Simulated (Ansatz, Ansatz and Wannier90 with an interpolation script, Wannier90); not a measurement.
# SrTiO3 (Tausonite): what limits a Wannier interpolation of GW, part 2 of 2

Aim: vary the Wannier model and the GW settings for SrTiO3 (Tausonite) and see what the interpolated bands lose.

Wannier90 4.0.3; maximally localised Wannier functions from the overlaps of LDA states (plane waves, PAW). Known limits of the many-body steps: not at the basis limit; no spin-orbit coupling; coarse k mesh.

So far. Step 3 (Wannier model on 8×8×8, by the program's own minimiser): Near the gap the model misses directly solved bands by 0.2 meV r.m.s. and by 1 meV at most in the window tested. This tests the starting bands, not the corrections carried with them. Step 4 (Wannier model on 4×4×4, by Wannier90): Near the gap the model misses directly solved bands by 2.6 meV r.m.s. and by 17 meV at most in the window tested. This tests the starting bands, not the corrections carried with them.

## (5) A faulty Wannier input

The input, w.win:

```
num_iter = 1200
conv_tol = 1.0e-8
conv_window = 5
dis_num_iter = 4000
dis_conv_tol = 1.0e-8
dis_mix_ratio = 0.7
write_hr = true
use_ws_distance = false
num_print_cycles = 50
! ansatz wannier90 interface
! projections by site (counted from 0) and shell: 2 2P, 3 2P, 4 2P, 1 3D
! states of the run's bands (counted from 1): 1-31
num_bands = 31
num_wann  = 14
dis_win_min = 4.73
dis_win_max = 18.57
dis_froz_min = 4.73
dis_froz_max = 18.07
guiding_centres = true

begin unit_cell_cart
Ang
                  3.90528                      0.0                      0.0
                      0.0                  3.90528                      0.0
                      0.0                      0.0                  3.90528
end unit_cell_cart

begin atoms_frac
Sr                       0.5                      0.5                      0.5
Ti                       0.0                      0.0                      0.0
O                        0.5                      0.0                      0.0
O                        0.0                      0.5                      0.0
O                        0.0                      0.0                      0.5
end atoms_frac

mp_grid = 4 4 4

[... the mesh's points ...]
```

On the command line:

```sh
OMP_NUM_THREADS=1 mpirun -n 8 wannier90.x w > wannier90.x.log
```

Numbers of over 12 decimals in the logs are rounded to 6 here.

What it wrote:

```text
[banner, memory and clock lines left out]
TEM
                                    ------

                              Lattice Vectors (Ang)
                    a_1     3.905280   0.000000   0.000000
                    a_2     0.000000   3.905280   0.000000
                    a_3     0.000000   0.000000   3.905280

                   Unit Cell Volume:      59.56025  (Ang^3)

                        Reciprocal-Space Vectors (Ang^-1)
                    b_1     1.608895   0.000000   0.000000
                    b_2     0.000000   1.608895   0.000000
                    b_3     0.000000   0.000000   1.608895

 *----------------------------------------------------------------------------*
 |   Site       Fractional Coordinate          Cartesian Coordinate (Ang)     |
 +----------------------------------------------------------------------------+
 | sr   1   0.50000   0.50000   0.50000   |    1.95264   1.95264   1.95264    |
 | ti   1   0.00000   0.00000   0.00000   |    0.00000   0.00000   0.00000    |
 | o    1   0.50000   0.00000   0.00000   |    1.95264   0.00000   0.00000    |
 | o    2   0.00000   0.50000   0.00000   |    0.00000   1.95264   0.00000    |
 | o    3   0.00000   0.00000   0.50000   |    0.00000   0.00000   1.95264    |
 *----------------------------------------------------------------------------*
                                ------------
                                K-POINT GRID
                                ------------

             Grid size =  4 x  4 x  4      Total points =   64

 *---------------------------------- MAIN ------------------------------------*
 |  Number of Wannier Functions               :                14             |
 |  Number of Objective Wannier Functions     :                14             |
[...]
|             2         0.000000    0.402224    0.000000     3.090542        |
 |             3         0.402224    0.000000    0.000000     3.090542        |
 |             4         0.000000    0.000000   -0.402224     3.090542        |
 |             5         0.000000   -0.402224    0.000000     3.090542        |
 |             6        -0.402224    0.000000    0.000000     3.090542        |
[...]
|                           b_k Directions (Ang^-1)                          |
 |                           -----------------------                          |
 |            No.           x           y           z                         |
 |            ---        --------------------------------                     |
 |             1         0.000000    0.000000    0.402224                     |
 |             2         0.000000    0.402224    0.000000                     |
 |             3         0.402224    0.000000    0.000000                     |
[...]
Starting a new Wannier90 calculation ...

 Reading overlaps from w.mmn    : ansatz wannier90 interface

 Reading projections from w.amn : ansatz wannier90 interface

 *------------------------------- DISENTANGLE --------------------------------*
 +----------------------------------------------------------------------------+
 |                              Energy  Windows                               |
 |                              ---------------                               |
 |                   Outer:    4.73000  to   18.57000  (eV)                   |
 |                   Inner:    4.73000  to   18.07000  (eV)                   |
 +----------------------------------------------------------------------------+
 ERROR AT K-POINT    1 THERE ARE 20 BANDS INSIDE THE INNER WINDOW AND ONLY14 TARGET BANDS
BANDS: (eV)   6.77087    6.77087    6.77087    8.41884    8.41884    8.41884    9.26003    9.26003    9.26003   11.37291
  11.37291   11.37291   13.95909   13.95909   14.86775   14.86775   15.58835   17.96958   17.96958   17.96958
 Exiting.......
 dis_windows: More states in the frozen window than target WFs
 (rank: 0)
```

Elapsed: 0.82 s, on 8 MPI ranks of Arm Neoverse V1, shared host.

The run stopped with an error after 0.82 s.

The program's words: ERROR AT K-POINT    1 THERE ARE 20 BANDS INSIDE THE INNER WINDOW AND ONLY14 TARGET BANDS dis_windows: More states in the frozen window than target WFs thus causing the job to be terminated. The first process to do so was:

The fault put into this input: a frozen window with more states than functions.

## (6) G0W0: 4×4×4 mesh, 248 empty bands, screening to 150 eV

Now the one-shot GW correction: screening in the RPA, then the self-energy of the levels asked for.

This step: G0W0 on LDA, plane waves, PAW.

The input, input.yaml:

```yaml
crystal:
  lattice:
    - [3.90528, 0.0, 0.0]
    - [0.0, 3.90528, 0.0]
    - [0.0, 0.0, 3.90528]
  atoms:
    - { symbol: Sr, position: [0.5, 0.5, 0.5] }
    - { symbol: Ti, position: [0.0, 0.0, 0.0] }
    - { symbol: O, position: [0.5, 0.0, 0.0] }
    - { symbol: O, position: [0.0, 0.5, 0.0] }
    - { symbol: O, position: [0.0, 0.0, 0.5] }
kpoints:
  mp_grid: { grid: [4, 4, 4] }
hamiltonian:
  xc: lda
scf:
  occupations: { method: fixed }
gw:
  n_empty_bands: 248
  ecut_chi: 150.0
  qp_bands: [v9, c3]
  screening: { model: contour_deformation }
```

On the command line:

```sh
ansatz run input.yaml --threads 8 --pin off --max-ram 18432MiB --backend cpu --events-out ev --progress --plain --runs-dir out
```

What it wrote:

```text
[...]
Crystal: 5 atoms, lattice volume = 59.560 Å³
Basis set: ecut = 420 eV, 1189 PW (Γ)
Bands: 25, of which v1, the nominal top of the filled ones, is band 20 counted from 1 (19 counted from 0)
Symmetry: 48 space group operations
[...]
k-points: 10 of 64
[...]
7    13      5.6030   -22.8152     5.1098   -17.5383  0.5950     5.4381     5.4359  root ?
[...]
9    20      9.6097   -25.9780     4.5716   -21.1233  0.7152     9.3249     9.3266  root
     9    21     14.0432   -14.4939    -8.2124   -24.0835  0.6654    15.5042    15.4204  root
     9    22     14.0432   -14.4939    -8.2124   -24.0835  0.6654    15.5042    15.4204  root
     9    23     14.0432   -14.4939    -8.2124   -24.0835  0.6654    15.5042    15.4204  root
[key lines of the parts left out:]
SCF converged after 7 iterations
Free energy (F): -7569.352221 eV
Fermi energy:    9.609713 eV
```

Wall time 35 s (8 threads); peak memory 1.1 GiB; 4.3 min of CPU time.

The G0W0 gap on the mesh is 3.459 eV.

## (7) G0W0: 2×2×2 mesh, 248 empty bands, screening to 150 eV

Edit input.yaml of step 6 so:

```diff
@@ -12,3 +12,3 @@
 kpoints:
-  mp_grid: { grid: [4, 4, 4] }
+  mp_grid: { grid: [2, 2, 2] }
 hamiltonian:
```

What it wrote:

```text
[...]
Crystal: 5 atoms, lattice volume = 59.560 Å³
Basis set: ecut = 420 eV, 1189 PW (Γ)
Bands: 25, of which v1, the nominal top of the filled ones, is band 20 counted from 1 (19 counted from 0)
Symmetry: 48 space group operations
[...]
k-points: 4 of 8
[...]
0    19      9.3660   -26.7978     4.9742   -21.6383  0.7031     9.1798     9.1807  root
[...]
3    20      9.7191   -26.0561     4.8340   -21.1028  0.6989     9.5994     9.5998  root
     3    21     13.7896   -14.6181    -8.2975   -24.1111  0.6496    15.0659    14.9852  root
     3    22     13.7896   -14.6181    -8.2975   -24.1111  0.6496    15.0659    14.9852  root
     3    23     13.7896   -14.6181    -8.2975   -24.1111  0.6496    15.0659    14.9852  root
[key lines of the parts left out:]
SCF converged after 7 iterations
Free energy (F): -7568.591102 eV
Fermi energy:    9.719075 eV
```

Elapsed: 4.6 s, on 8 threads; peak memory 0.69 GiB.

The G0W0 gap on the mesh is 2.762 eV.

## (8) G0W0: 4×4×4 mesh, 115 empty bands, screening to 90 eV

Edit input.yaml of step 7 so:

```diff
@@ -12,3 +12,3 @@
 kpoints:
-  mp_grid: { grid: [2, 2, 2] }
+  mp_grid: { grid: [4, 4, 4] }
 hamiltonian:
@@ -18,4 +18,4 @@
 gw:
-  n_empty_bands: 248
-  ecut_chi: 150.0
+  n_empty_bands: 115
+  ecut_chi: 90
   qp_bands: [v9, c3]
```

What it wrote:

```text
[...]
Crystal: 5 atoms, lattice volume = 59.560 Å³
Basis set: ecut = 420 eV, 1189 PW (Γ)
Bands: 25, of which v1, the nominal top of the filled ones, is band 20 counted from 1 (19 counted from 0)
Symmetry: 48 space group operations
[...]
k-points: 10 of 64
[...]
9    19      9.6097   -25.9780     4.8313   -21.1233  0.7207     9.5863     9.5863  root
     9    20      9.6097   -25.9780     4.8313   -21.1233  0.7207     9.5863     9.5863  root
     9    21     14.0432   -14.4939    -7.9330   -24.0835  0.6702    15.8267    15.6998  root ?
     9    22     14.0432   -14.4939    -7.9330   -24.0835  0.6702    15.8267    15.6998  root ?
     9    23     14.0432   -14.4939    -7.9330   -24.0835  0.6702    15.8267    15.6998  root ?
[key lines of the parts left out:]
SCF converged after 7 iterations
Free energy (F): -7569.352221 eV
Fermi energy:    9.609713 eV
```

Elapsed: 9.6 s, on 8 threads; peak memory 0.57 GiB.

The G0W0 gap on the mesh is 3.439 eV.

## (9) G0W0: 4×4×4 mesh, 248 empty bands, screening to 150 eV, plasmon pole

Edit input.yaml of step 8 so:

```diff
@@ -18,5 +18,5 @@
 gw:
-  n_empty_bands: 115
-  ecut_chi: 90
+  n_empty_bands: 248
+  ecut_chi: 150.0
   qp_bands: [v9, c3]
-  screening: { model: contour_deformation }
+  screening: { model: godby_needs }
```

What it wrote:

```text
[...]
Crystal: 5 atoms, lattice volume = 59.560 Å³
Basis set: ecut = 420 eV, 1189 PW (Γ)
Bands: 25, of which v1, the nominal top of the filled ones, is band 20 counted from 1 (19 counted from 0)
Symmetry: 48 space group operations
[...]
k-points: 10 of 64
[...]
9    14      5.4170   -25.9049     4.8264   -20.8742  0.8366     5.2497     5.2127  root ?
[...]
9    20      9.6097   -25.9780     4.6674   -21.1233  0.7603     9.4224     9.4226  root
     9    21     14.0432   -14.4939    -7.7660   -24.0835  0.7473    15.7993    15.8668  root
     9    22     14.0432   -14.4939    -7.7660   -24.0835  0.7473    15.7993    15.8668  root
     9    23     14.0432   -14.4939    -7.7660   -24.0835  0.7473    15.7993    15.8668  root
[key lines of the parts left out:]
SCF converged after 7 iterations
Free energy (F): -7569.352221 eV
Fermi energy:    9.609713 eV
```

Run time: 53 s. Hardware: 8 threads; peak memory 1.1 GiB.

The G0W0 gap on the mesh is 3.476 eV.

## (10) Interpolated results

Times are wall times on 8 threads of Arm Neoverse V1, shared host, good to a factor of about two.

| GW mesh | empty bands | cutoff (eV) | frequency | gap on mesh (eV) | gap over zone (eV) | direct gap (eV) | valence width (eV) | GW time |
| --- | --- | --- | --- | --- | --- | --- | --- | --- |
| 4×4×4 | 248 | 150 | contour deformation | 3.459 | 3.458 | 3.806 | 4.808 | 35 s |
| 2×2×2 | 248 | 150 | contour deformation | 2.762 | 3.121 | 3.537 | 4.788 | 4.6 s |
| 4×4×4 | 115 | 90 | contour deformation | 3.439 | 3.439 | 3.771 | 4.898 | 9.6 s |
| 4×4×4 | 248 | 150 | plasmon pole | 3.476 | 3.476 | 3.818 | 5.104 | 53 s |

## (11) Outcome

```json
{
  "4×4×4 mesh, 248 empty bands, screening to 150 eV": "3.46 eV",
  "2×2×2 mesh, 248 empty bands, screening to 150 eV": "3.12 eV",
  "4×4×4 mesh, 115 empty bands, screening to 90 eV": "3.44 eV",
  "4×4×4 mesh, 248 empty bands, screening to 150 eV, plasmon pole": "3.48 eV"
}
```

In words: The largest change, −0.34 eV in the gap over the zone, comes with 2×2×2 mesh, 248 empty bands, screening to 150 eV. The first run is a reference, not a converged one, and where a row moves several settings no single cause can be named. Rows on another GW mesh add that mesh's corrections to the bands of the one model. The program's own minimiser ends at the same spread as the first model, 12.7 Å², from the same trial orbitals; this need not be the lowest minimum. Coarser Wannier mesh (4×4×4): the miss near the gap goes from under 1 (the model on 8×8×8) to 3 meV and the total spread from 12.7 to 12.1 Å². With 2×2×2 mesh, 248 empty bands, screening to 150 eV the gap over the zone moves by −0.34 eV and that on the mesh by −0.70 eV. With 4×4×4 mesh, 115 empty bands, screening to 90 eV the gap over the zone moves by −0.02 eV and that on the mesh by −0.02 eV. With 4×4×4 mesh, 248 empty bands, screening to 150 eV, plasmon pole the gap over the zone moves by +0.02 eV and that on the mesh by +0.02 eV. Gaps over the zone and on the mesh differ where an edge lies off the mesh, or where a GW run starts from another density: the starting gap over the zone is 1.763 eV, on the GW meshes it is 1.763 eV and 1.397 eV. The 4×4×4 mesh is coarse for this cell (its supercell is 16 Å along the shortest edge). The RPA ε∞ on it, from the LDA start, is 6.82; such meshes misread the long-range screening, most where the gap is narrow. This is the ideal cubic cell; many perovskites, halides above all, are cubic only on average, and local tilts or off-centring can widen the gap. The many-body steps are scalar-relativistic: spin-orbit coupling is not in them.

[Paths, hosts, dates, memory and timing lines, banners, echoed tables and standing remarks are left out of the program output.]

[Logs are printed without paths, hosts, clocks, repeated set-up lines and the standing remarks that a program may print on its own settings, such as how far it seeks lower states.]

[Runs of the session that timed out or met a known fault of the program may be left out.]

[Hosts, paths, dates, database ids (printed as entryN), source tags and the programs' standing remarks are cut or masked in the printed files.]
